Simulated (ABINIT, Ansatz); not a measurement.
# A GW chain in ABINIT: LiHS (Ama2)

Aim: the G0W0 gap of LiHS (Ama2) on PBEsol, step by step.

Main program and level: ABINIT 10.8.3; PBEsol and many-body steps on it, plane waves.

Most raw output is cut from this account.

## Step 1: The structure

It takes space group Ama2 (No. 40, orthorhombic). The conventional cell has a = 6.157 Å, b = 5.618 Å, c = 5.515 Å, α = 90.00°, β = 90.00°, γ = 90.00°. Li has 4 S at 2.49 to 2.51 Å nearest. Nearest to H lie 1 S at 1.35 Å. Nearest to S lie 1 H at 1.35 Å and 4 Li at 2.49 to 2.51 Å. Farther neighbours and most contacts between anions are not listed.

Structure file:

```cif
data_structure
_symmetry_space_group_name_H-M 'P 1'
_symmetry_Int_Tables_number 1
_cell_length_a 6.1569
_cell_length_b 3.9363
_cell_length_c 3.9363
_cell_angle_alpha 91.067
_cell_angle_beta 90.000
_cell_angle_gamma 90.000
_cell_volume 95.38
loop_
_atom_site_label
_atom_site_type_symbol
_atom_site_fract_x
_atom_site_fract_y
_atom_site_fract_z
_atom_site_occupancy
Li1 Li 0.50000 0.50166 0.50166 1
Li2 Li 0.00000 0.50166 0.50166 1
H3 H 0.25000 0.13309 0.98349 1
H4 H 0.75000 0.98349 0.13309 1
S5 S 0.75000 0.99876 0.47534 1
S6 S 0.25000 0.47534 0.99876 1
```

The cell and positions come from the Crystallography Open Database and are kept as given unless a step says otherwise.

## Step 2: Ground state

This step: ABINIT 10.8.3; DFT, PBEsol, plane waves, norm-conserving pseudopotentials.

The ground-state density comes first.

Input file run.abi:

```
acell 3*1.0 Angstrom
rprim 
  6.156870000000 0.000000000000 0.000000000000
  0.000000000000 2.809205000000 2.757390000000
  0.000000000000 -2.809205000000 2.757390000000
ntypat 3
znucl 3 1 16
natom 6
typat 1 1 2 2 3 3
xred 
  0.500000000000 0.501660000000 0.501660000000
  0.000000000000 0.501660000000 0.501660000000
  0.250000000000 0.133090000000 0.983490000000
  0.750000000000 0.983490000000 0.133090000000
  0.750000000000 0.998760000000 0.475340000000
  0.250000000000 0.475340000000 0.998760000000
pp_dirpath "pseudos"
pseudos "Li.upf, H.upf, S.upf"
ecut 33
ngkpt 4 6 6
nshiftk 1
shiftk 0 0 0
kptopt 1
chksymbreak 0
nband 17
occopt 1
tolvrs 1e-10
nstep 60
prtwf 0
optforces 0
optstress 0
indata_prefix "in"
outdata_prefix "out"
tmpdata_prefix "tmp"
```

The run is started by

```bash
$ OMP_NUM_THREADS=1 mpirun -n 4 abinit run.abi > log
```

Run time: 56 s. Hardware: 4 MPI ranks of Arm Neoverse N1, shared host; peak memory 0.39 GiB.

Numbers from this step:

* total energy: -1024.8261 eV
* gap: 3.330 eV
* k of the valence top: 0, 0, 0
* k of the conduction bottom: 0, 0, 0
* least direct gap: 3.330 eV

The gap is direct, at Γ.

## Step 3: Bands along the symmetry lines

The cheap functional maps the bands first; the places of the edges decide which points the dearer methods must see.

Input file run.abi:

```
acell 3*1.0 Angstrom
rprim 
  6.156870000000 0.000000000000 0.000000000000
  0.000000000000 2.809205000000 2.757390000000
  0.000000000000 -2.809205000000 2.757390000000
ntypat 3
znucl 3 1 16
natom 6
typat 1 1 2 2 3 3
xred 
  0.500000000000 0.501660000000 0.501660000000
  0.000000000000 0.501660000000 0.501660000000
  0.250000000000 0.133090000000 0.983490000000
  0.750000000000 0.983490000000 0.133090000000
  0.750000000000 0.998760000000 0.475340000000
  0.250000000000 0.475340000000 0.998760000000
pp_dirpath "pseudos"
pseudos "Li.upf, H.upf, S.upf"
ecut 33
iscf -2
irdden 1
kptopt 0
nkpt 92
kpt 
  0.00000000 0.00000000 0.00000000
  0.00000000 0.06250000 -0.06250000
  0.00000000 0.12500000 -0.12500000
  0.00000000 0.18750000 -0.18750000
  0.00000000 0.25000000 -0.25000000
  0.00000000 0.31250000 -0.31250000
  0.00000000 0.37500000 -0.37500000
  0.00000000 0.43750000 -0.43750000
  0.00000000 0.50000000 -0.50000000
  0.00000000 0.50114216 -0.49885784
  0.00000000 0.50228433 -0.49771567
  0.00000000 0.50342649 -0.49657351
  0.00000000 0.50456865 -0.49543134
  0.00000000 0.50571082 -0.49428918
  0.00000000 0.50685298 -0.49314702
  0.00000000 0.50799515 -0.49200485
  0.00000000 0.50913731 -0.49086269
  0.00000000 0.49086269 0.49086269
  0.00000000 0.42950485 0.42950485
  0.00000000 0.36814702 0.36814702
  0.00000000 0.30678918 0.30678918
  0.00000000 0.24543134 0.24543134
  0.00000000 0.18407351 0.18407351
  0.00000000 0.12271567 0.12271567
  0.00000000 0.06135784 0.06135784
  0.00000000 0.00000000 0.00000000
  0.06250000 0.00000000 0.00000000
  0.12500000 0.00000000 0.00000000
  0.18750000 0.00000000 0.00000000
  0.25000000 0.00000000 0.00000000
  0.31250000 0.00000000 0.00000000
  0.37500000 0.00000000 0.00000000
  0.43750000 0.00000000 0.00000000
  0.50000000 0.00000000 0.00000000
  0.50000000 0.06135784 0.06135784
  0.50000000 0.12271567 0.12271567
  0.50000000 0.18407351 0.18407351
  0.50000000 0.24543134 0.24543134
  0.50000000 0.30678918 0.30678918
  0.50000000 0.36814702 0.36814702
  0.50000000 0.42950485 0.42950485
  0.50000000 0.49086269 0.49086269
  0.50000000 0.50913731 -0.49086269
  0.50000000 0.50799515 -0.49200485
  0.50000000 0.50685298 -0.49314702
  0.50000000 0.50571082 -0.49428918
  0.50000000 0.50456865 -0.49543134
  0.50000000 0.50342649 -0.49657351
  0.50000000 0.50228433 -0.49771567
  0.50000000 0.50114216 -0.49885784
  0.50000000 0.50000000 -0.50000000
  0.43750000 0.50000000 -0.50000000
  0.37500000 0.50000000 -0.50000000
  0.31250000 0.50000000 -0.50000000
  0.25000000 0.50000000 -0.50000000
  0.18750000 0.50000000 -0.50000000
  0.12500000 0.50000000 -0.50000000
  0.06250000 0.50000000 -0.50000000
  0.00000000 0.50000000 -0.50000000
  0.00000000 0.00000000 0.00000000
  0.00000000 0.06250000 0.00000000
  0.00000000 0.12500000 0.00000000
  0.00000000 0.18750000 0.00000000
  0.00000000 0.25000000 0.00000000
  0.00000000 0.31250000 0.00000000
  0.00000000 0.37500000 0.00000000
  0.00000000 0.43750000 0.00000000
  0.00000000 0.50000000 0.00000000
  0.06250000 0.50000000 0.00000000
  0.12500000 0.50000000 0.00000000
  0.18750000 0.50000000 0.00000000
  0.25000000 0.50000000 0.00000000
  0.31250000 0.50000000 0.00000000
  0.37500000 0.50000000 0.00000000
  0.43750000 0.50000000 0.00000000
  0.50000000 0.50000000 0.00000000
  0.50000000 0.43750000 0.00000000
  0.50000000 0.37500000 0.00000000
  0.50000000 0.31250000 0.00000000
  0.50000000 0.25000000 0.00000000
  0.50000000 0.18750000 0.00000000
  0.50000000 0.12500000 0.00000000
  0.50000000 0.06250000 0.00000000
  0.50000000 0.00000000 0.00000000
  0.50000000 0.06250000 -0.06250000
  0.50000000 0.12500000 -0.12500000
  0.50000000 0.18750000 -0.18750000
  0.50000000 0.25000000 -0.25000000
  0.50000000 0.31250000 -0.31250000
  0.50000000 0.37500000 -0.37500000
  0.50000000 0.43750000 -0.43750000
  0.50000000 0.50000000 -0.50000000
istwfk *1
nband 17
nbdbuf 2
tolwfr 1e-08
nstep 40
prtwf 0
prtvol 0
indata_prefix "in"
outdata_prefix "out"
tmpdata_prefix "tmp"
```

Elapsed: 54 s, on 4 MPI ranks; peak memory 0.42 GiB; 3.6 min of CPU time.

This step gave:

```yaml
gap: 3.330 eV
k_of_the_valence_top: 0, 0, 0
k_of_the_conduction_bottom: 0, 0, 0
least_direct_gap: 3.330 eV
```

The gap is 3.330 eV, as in the run before at this level.

The electronic bands at the labelled points (eV, zero at the top of the highest filled band):

```
     point  band 7  band 8  band 9  band 10  band 11  band 12  band 13  band 14
         Γ   -2.12   -0.64   -0.59     0.00     3.33     3.69     5.08     5.11
   halfway   -1.63   -1.52   -1.35    -0.45     4.97     5.57     6.41     7.09
         Y   -2.11   -1.72   -0.94    -0.88     4.17     4.25     6.01     7.44
   halfway   -2.11   -1.72   -0.94    -0.88     4.17     4.25     6.01     7.44
        F0   -2.11   -1.72   -0.94    -0.88     4.17     4.25     6.01     7.45
jump to Δ0   -2.11   -1.72   -0.94    -0.88     4.17     4.25     6.01     7.45
   halfway   -1.60   -1.48   -1.36    -0.49     5.11     5.66     6.27     7.07
         Γ   -2.12   -0.64   -0.59     0.00     3.33     3.69     5.08     5.11
   halfway   -1.89   -0.65   -0.61    -0.45     3.61     3.79     5.17     5.29
         Z   -1.27   -1.27   -0.64    -0.64     3.84     3.84     5.44     5.44
   halfway   -1.65   -1.65   -0.76    -0.76     5.93     5.93     6.60     6.60
        B0   -1.94   -1.94   -1.05    -1.05     5.46     5.46     7.41     7.41
jump to G0   -1.94   -1.94   -1.05    -1.05     5.46     5.46     7.41     7.41
   halfway   -1.94   -1.94   -1.05    -1.05     5.46     5.46     7.42     7.42
         T   -1.94   -1.94   -1.05    -1.05     5.46     5.46     7.42     7.42
   halfway   -2.06   -1.79   -1.01    -0.96     4.67     4.73     6.50     7.79
         Y   -2.11   -1.72   -0.94    -0.88     4.17     4.25     6.01     7.44
 jump to Γ   -2.12   -0.64   -0.59     0.00     3.33     3.69     5.08     5.11
   halfway   -1.85   -1.58   -0.52    -0.30     3.90     4.89     6.02     6.55
         S   -2.32   -1.33   -0.86    -0.43     4.27     5.79     6.79     7.46
   halfway   -2.44   -1.18   -0.69    -0.43     4.21     5.73     6.49     7.18
         R   -2.54   -1.04   -0.54    -0.42     4.13     5.81     6.17     7.03
   halfway   -1.89   -1.11   -0.72    -0.53     4.00     5.61     6.05     6.56
         Z   -1.27   -1.27   -0.64    -0.64     3.84     3.84     5.44     5.44
   halfway   -1.67   -1.67   -0.78    -0.78     5.85     5.85     6.70     6.70
         T   -1.94   -1.94   -1.05    -1.05     5.46     5.46     7.42     7.42
```

## Step 4: Empty states on the mesh, 2×2×2 mesh, 180 bands

The sums over transitions need many empty states on a uniform mesh; this step solves for them.

Input file run.abi:

```
acell 3*1.0 Angstrom
rprim 
  6.156870000000 0.000000000000 0.000000000000
  0.000000000000 2.809205000000 2.757390000000
  0.000000000000 -2.809205000000 2.757390000000
ntypat 3
znucl 3 1 16
natom 6
typat 1 1 2 2 3 3
xred 
  0.500000000000 0.501660000000 0.501660000000
  0.000000000000 0.501660000000 0.501660000000
  0.250000000000 0.133090000000 0.983490000000
  0.750000000000 0.983490000000 0.133090000000
  0.750000000000 0.998760000000 0.475340000000
  0.250000000000 0.475340000000 0.998760000000
pp_dirpath "pseudos"
pseudos "Li.upf, H.upf, S.upf"
ecut 33
ngkpt 2 2 2
nshiftk 1
shiftk 0 0 0
kptopt 1
chksymbreak 0
iscf -2
irdden 1
istwfk *1
nband 180
nbdbuf 16
tolwfr 1e-09
nstep 60
prtvol 0
indata_prefix "in"
outdata_prefix "out"
tmpdata_prefix "tmp"
```

Wall time 1.9 min (4 MPI ranks); peak memory 0.41 GiB.

Numbers from this step:

* gap: 3.330 eV
* k of the valence top: 0, 0, 0
* k of the conduction bottom: 0, 0, 0
* least direct gap: 3.330 eV
* k points computed: 6
* lowest point of the top converged band, above the valence top: 73.3633 eV

On this mesh the gap is 3.330 eV.

## Step 5: Screening, 2×2×2 mesh, 164 bands, screening to 176.9 eV

The RPA dielectric matrix is built and inverted for each q.

This step: RPA screening on PBEsol, plane waves, norm-conserving pseudopotentials.

Changes to run.abi since step 4:

```diff
@@ -24,10 +24,11 @@
 chksymbreak 0
-iscf -2
-irdden 1
 istwfk *1
-nband 180
-nbdbuf 16
-tolwfr 1e-09
-nstep 60
-prtvol 0
+occopt 1
+irdwfk 1
+optdriver 3
+nband 164
+ecuteps 6.5
+inclvkb 2
+awtr 1
+symchi 1
 indata_prefix "in"
```

It took 46 s on 4 MPI ranks; peak memory 1.3 GiB.

Numbers from this step:

```
ε∞ with local fields, on this mesh, along the program's q direction : 3.731
the same without local fields                                       : 4.621
plasma frequency                                                    : 17.00 eV
plane waves in the screening matrix                                 : 503
```

Local fields lower ε∞ by 19 %. On a Γ-centred mesh this coarse the value itself is usually too large, while a short band sum pulls it down.

## Step 6: Self-energy, 2×2×2 mesh, 164 bands, screening to 176.9 eV

The self-energy is evaluated for the states that the input lists, and the levels follow from it, in one-shot runs by the linearised quasiparticle equation.

This step: G0W0 on PBEsol, plane waves, norm-conserving pseudopotentials.

Changes to run.abi since step 5:

```diff
@@ -27,8 +27,15 @@
 irdwfk 1
-optdriver 3
+optdriver 4
 nband 164
+gwcalctyp 0
+ecutsigx 33
+symsigma 1
+nkptgw 1
+kptgw 
+  0.0000000000 0.0000000000 0.0000000000
+bdgw 
+  9 12
 ecuteps 6.5
-inclvkb 2
-awtr 1
-symchi 1
+irdscr 1
+ppmodel 1
 indata_prefix "in"
```

Elapsed: 24 s, on 4 MPI ranks; peak memory 1.3 GiB.

This step gave:

* G0W0 gap on the points computed: 5.55 eV
* starting gap on the mesh: 3.330 eV
* k of the valence top: 0, 0, 0
* k of the conduction bottom: 0, 0, 0
* Z at the valence top: 0.793
* Z at the conduction bottom: 0.825
* least direct G0W0 gap on the computed points: 5.55 eV

The gap on the mesh goes from 3.33 eV to 5.55 eV, a correction of +2.22 eV.

Limits: finite bands, cutoff and mesh; coarse k mesh. v1 is the top filled band, c1 the lowest empty one. The levels before and after the correction (eV, zero at the valence-band top of each column):

```
           conduction bottom  valence top
Kohn-Sham               3.33         0.00
     G0W0               5.55         0.00
```

```
           level  energy (eV)
Kohn-Sham   Γ v2       -0.585
Kohn-Sham   Γ v1        0.000
Kohn-Sham   Γ c1        3.330
Kohn-Sham   Γ c2        3.693
     G0W0   Γ v2       -0.713
     G0W0   Γ v1        0.000
     G0W0   Γ c1        5.550
     G0W0   Γ c2        5.946
```

## Step 7: Where the time went

Times are wall times on 4 MPI ranks of Arm Neoverse N1, shared host, good to a factor of about two.

```
                          step     time  share  memory (GiB)
                  ground state     56 s   19 %          0.39
bands along the symmetry lines     54 s   18 %          0.42
      empty states on the mesh  1.9 min   39 %          0.41
                     screening     46 s   16 %           1.3
                   self-energy     24 s    8 %           1.3
```

## Step 8: Summary of results

```json
{
  "PBEsol gap": "3.33 eV, direct",
  "G0W0 gap on the mesh": "5.55 eV",
  "GW settings": "2×2×2 mesh, 164 bands, screening to 176.9 eV, Godby-Needs plasmon pole",
  "known limits": "not at the basis limit; coarse k mesh"
}
```

G0W0 moves the gap on the mesh from 3.33 eV to 5.55 eV (+2.22 eV), with Z of 0.79 and 0.82 at the edges. Local fields lower the RPA ε∞ on this mesh from 4.62 to 3.73; a Γ-centred mesh this coarse tends to raise both, most where the direct gap is narrow, while a short band sum lowers them. Only 1 of the mesh's irreducible points was corrected, so a valley elsewhere could overtake. The dearest step here is «empty states on the mesh». Bands and cutoff are finite, so the gap is not at the basis limit. The miss can reach some tenths of an eV and take either sign; the mesh is an error of its own. In the G0W0 run levels were corrected at 1 k point alone, so a gap called «on the mesh» is the least over those, and an edge elsewhere would be missed. The 2×2×2 mesh is coarse for this cell, which bears on the long-range parts of exchange and screening.

[Paths, hosts, dates, memory and timing lines, banners, echoed tables and standing remarks are left out of the program output.]

[Logs are printed without paths, hosts, clocks, repeated set-up lines and the standing remarks that a program may print on its own settings, such as how far it seeks lower states.]

[Runs of the session that timed out or met a known fault of the program may be left out.]

[Hosts, paths, dates, database ids (printed as entryN), source tags and the programs' standing remarks are cut or masked in the printed files.]

[G0W0 gaps are taken among the corrected bands and points alone; a level outside them can change the order at an edge.]

[Where Ansatz stands beside ABINIT at settings called matched, ABINIT's density can come from a denser mesh and the files from another edition; pairs whose starting gaps differed by over 0.03 eV were left out, so agreement reads better than it is.]
